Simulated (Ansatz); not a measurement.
# Squeezing and shearing glassy 86SiO2-5SrO-5ZnO-5MgO (mol %) (63 atoms), part 3 of 3

How stiff is glassy 86SiO2-5SrO-5ZnO-5MgO (mol %) (63 atoms), and how do its levels respond to strain?

Ansatz 0.2.0; Kohn-Sham DFT, RPBE, PAW (set soft_2), plane waves.

The cell: 19 Si, 1 Sr, 1 Zn, 1 Mg and 41 O. The quench rate of 50 K/ps far exceeds what a furnace or splat quench reaches. The starting topology of bonds comes from the classical model. Sampling is at Γ alone.

So far. Step 11 (Compressed by 1 % along x): The relaxation converged after 5 steps, 0.0519 eV below its start, with a largest force component of 0.027 eV/Å. Step 11 (Compressed by 1 % along x): Compressed by 1 % along x: the energy stands 0.0339 eV above that of the reference, at a pressure of 0.723 GPa.

**12. Sheared by 2 % in xy**

A shear of the relaxed cell gives the modulus that volume changes can't reach.

input.yaml reads:

```yaml
crystal:
  lattice:
    - [9.63322, 0.38604, 0.1664]
    - [0.38685, 9.71382, -0.02933]
    - [0.16611, -0.02767, 9.9616]
  atoms:
    [... the 63 atom lines of step 4 ...]
kpoints:
  mp_grid: { grid: [1, 1, 1] }
hamiltonian:
  xc: rpbe
scf:
  occupations: { method: fixed }
output:
  forces: true
  eigenvalues: true
  stress: true
relax:
  f_tol: 0.05
  max_steps: 70
```

The run is started by

```console
ansatz run input.yaml --threads 4 --pin off --max-ram 8192MiB --backend cpu --events-out ev --progress --plain --runs-dir out
```

Numbers of over 12 decimals in the logs are rounded to 6 here.

The log of the run:

```text
[...]
Crystal: 63 atoms, lattice volume = 930.393 Å³
Basis set: ecut = 420 eV, 18191 PW (Γ), exchange–correlation on 144×144×144 points (8 copies of the dense FFT grid, shifted against one another)
Bands: 240, of which v1, the nominal top of the filled ones, is band 177 counted from 1 (176 counted from 0)
Symmetry: 1 space group operations
[...]
k-points: 1
[...]
SCF iter   1: F=—  HF=-44344.374153 eV  |F-HF|=—  |Δ(HF+E_count)|=         —  Δρ=3.60e-3  dr2=1.29e-1  ethr=1.77e-3  ⟨swp⟩=5.0  Hψ=957  notcnv=0  defer=58
[...]
SCF iter   5: F=—  HF=-44344.359269 eV  |F-HF|=—  |Δ(HF+E_count)|=   8.19e-5  Δρ=1.26e-4  dr2=1.66e-4  ethr=1.89e-7  ⟨swp⟩=2.0  Hψ=322  notcnv=0  defer=61
SCF iter   6: F=-44344.359254 eV  HF=-44344.359278 eV  |F-HF|=2.42e-5  |Δ(HF+E_count)|=   8.83e-6  Δρ=6.20e-5  dr2=3.32e-5  ethr=1.77e-8  ⟨swp⟩=17.0  Hψ=1823  notcnv=0
SCF 1 converged in 6 iterations: F = -44344.359254 eV  dr2 = 3.32e-5
[...]
relax step   1: F+E_penalty+E_count = -44344.35925355 eV  Δ(F+E_penalty+E_count) = +0.000e0 eV  max|allowed force component| = 4.917e-1 eV/Å  Δτ_max = 0.0000 Å  (6 SCF iters, dr2 threshold 6.25e-5 eV, accepted)
[...]
relax step   2: F+E_penalty+E_count = -44344.40737341 eV  Δ(F+E_penalty+E_count) = -4.812e-2 eV  max|allowed force component| = 3.085e-1 eV/Å  Δτ_max = 0.0406 Å  (5 SCF iters, dr2 threshold 1.51e-5 eV, accepted)
[...]
relax step   3: F+E_penalty+E_count = -44344.43523054 eV  Δ(F+E_penalty+E_count) = -2.786e-2 eV  max|allowed force component| = 9.990e-2 eV/Å  Δτ_max = 0.0203 Å  (6 SCF iters, dr2 threshold 5.95e-6 eV, accepted)
relax step   4: F+E_penalty+E_count = -44344.43408111 eV  Δ(F+E_penalty+E_count) = +1.149e-3 eV  max|allowed force component| = 1.994e-1 eV/Å  Δτ_max = 0.0481 Å  (9 SCF iters, rejected (line search))
[...]
relax step   5: F+E_penalty+E_count = -44344.44332300 eV  Δ(F+E_penalty+E_count) = -8.092e-3 eV  max|allowed force component| = 3.040e-2 eV/Å  Δτ_max = 0.0234 Å  (8 SCF iters, accepted)
SCF converged after 8 iterations
Free energy (F): -44344.443323 eV
[...]
Internal energy: -44344.443323 eV  (E = F + TS)
E sigma→0 (E₀):  -44344.443323 eV
Fermi energy:    2.711569 eV
[...]
Σ components = -44344.443323   (vs F -44344.443323, Δ=0.00e0)
--- Forces (eV/Å), atoms counted from 1 ---
  atom   1  Si    -0.01496399    -0.00979977    -0.00240218
  atom   2  Si     0.00161254    -0.01077849    -0.00026401
  atom   3  Si    -0.01252427     0.01502319     0.00083978
  atom   4  Si     0.00747315    -0.00436934    -0.00620589
[...]
atom  63  O      0.00531671    -0.00990098    -0.01389264
  max |Σ_I F_I| component: 1.07e-4 eV/Å
--- Stress (GPa, compression-positive) ---
       -0.157863      -0.865479       0.058346
       -0.865479      -0.204679      -0.016984
        0.058346      -0.016986       0.022599
  P = ⅓ Tr σ = -0.1133 GPa (-1.133 kbar)
--- Band table (eV) ---
[...]
--- Relaxed structure (5 steps of the walk, 4 accepted, 0 SCFs on fresh bases) ---
  F+E_penalty+E_count = -44344.44332300 eV   max|allowed force component| = 3.040e-2 eV/Å
  atoms:
    - { symbol: Si, position: [0.616198, 0.179008, 0.233656] }
    - { symbol: Si, position: [0.809678, 0.757552, 0.570404] }
    - { symbol: Si, position: [0.362418, 0.035188, 0.100320] }
    - { symbol: Si, position: [0.260055, 0.517378, 0.034640] }
[...]
- { symbol: O, position: [0.960616, 0.263052, 0.145365] }
```

Elapsed: 38 s, on 4 threads of Arm Neoverse V1, shared host; peak memory 1.1 GiB.

The relaxation converged after 5 steps, 0.0841 eV below its start, with a largest force component of 0.030 eV/Å.

Sheared by 2 % in xy: the energy stands 0.0459 eV above that of the reference, at a pressure of -0.113 GPa.

**13. Pressure against volume**

Atoms are relaxed at each volume, in the scaled cell.

```csv
volume change (%),volume (Å³/atom),energy change (meV/atom),pressure (GPa),largest move on relaxing (Å),bonds,gap (eV)
-10,13.293,26.71,5.81,0.44,88,4.15
-6,13.883,9.73,3.45,0.27,88,4.07
-3,14.327,2.63,1.76,0.13,88,4.00
+0,14.770,0.00,-0.01,-,87,3.92
+3,15.213,2.17,-1.66,0.19,85,3.83
+6,15.656,9.15,-3.36,0.37,85,3.72
```

**14. Uniaxial strain and shear**

Stress (GPa, compression positive) less that of the relaxed cell, atoms relaxed:

```csv
strain,xx,yy,zz,xy,energy change (meV/atom)
stretched by 1 % along x,-1.032,-0.361,-0.329,-0.056,0.46
compressed by 1 % along x,1.184,0.513,0.494,0.109,0.54
sheared by 2 % in xy,-0.147,-0.193,0.022,-0.858,0.73
```

**15. Outcome**

The bulk modulus, from the slope of pressure against ln V over the three points nearest the relaxed volume, is 57.0 GPa; between neighbouring points the slope runs 54, 54, 58, 56 and 59 GPa from the smallest volume up, without a steady fall, so no pressure derivative is given. The count of bonds runs from 85 to 88 over the series, so at some points contacts cross the cutoffs. The gap goes from 4.15 eV at the smallest volume to 3.72 eV at the largest, -2.6 eV per unit of ln V by a straight line, on the run's k-points. In the Cartesian axes of the cell, finite differences give C11 = 111, C12 = 43.7, C13 = 41.1 and C66 = 42.9 GPa (the shear of 2 % is the engineering strain, εxy = 0.01). The mean of C11, C12 and C13, which equals the bulk modulus in a cubic or isotropic solid, is 65.2 GPa: it lies 14 % over the bulk modulus from the volumes. For an isotropic solid C66 would equal (C11 − C12)/2 = 33.6 GPa; so small a sample needn't be isotropic, and C66 rests on one shear. With the bulk modulus and C66 as K and G, Young's modulus would be about 103 GPa and Poisson's ratio 0.20.

**Limits.** Strains are finite and relaxations stop at the force tolerance of the input, which can leave moduli too stiff; they are those of a static cell at zero temperature. Volumes are changed with the cell's shape held, so in an anisotropic solid the modulus lies over the one under free hydrostatic load. The program notes that the SCF threshold of the relaxations is loose for the stress.

The DFT runs together took 11 min of wall time.

[Logs are printed without paths, hosts, clocks, repeated set-up lines and the standing remarks that a program may print on its own settings, such as how far it seeks lower states.]

[Hosts, paths, dates, database ids (printed as entryN), source tags and the programs' standing remarks are cut or masked in the printed files.]
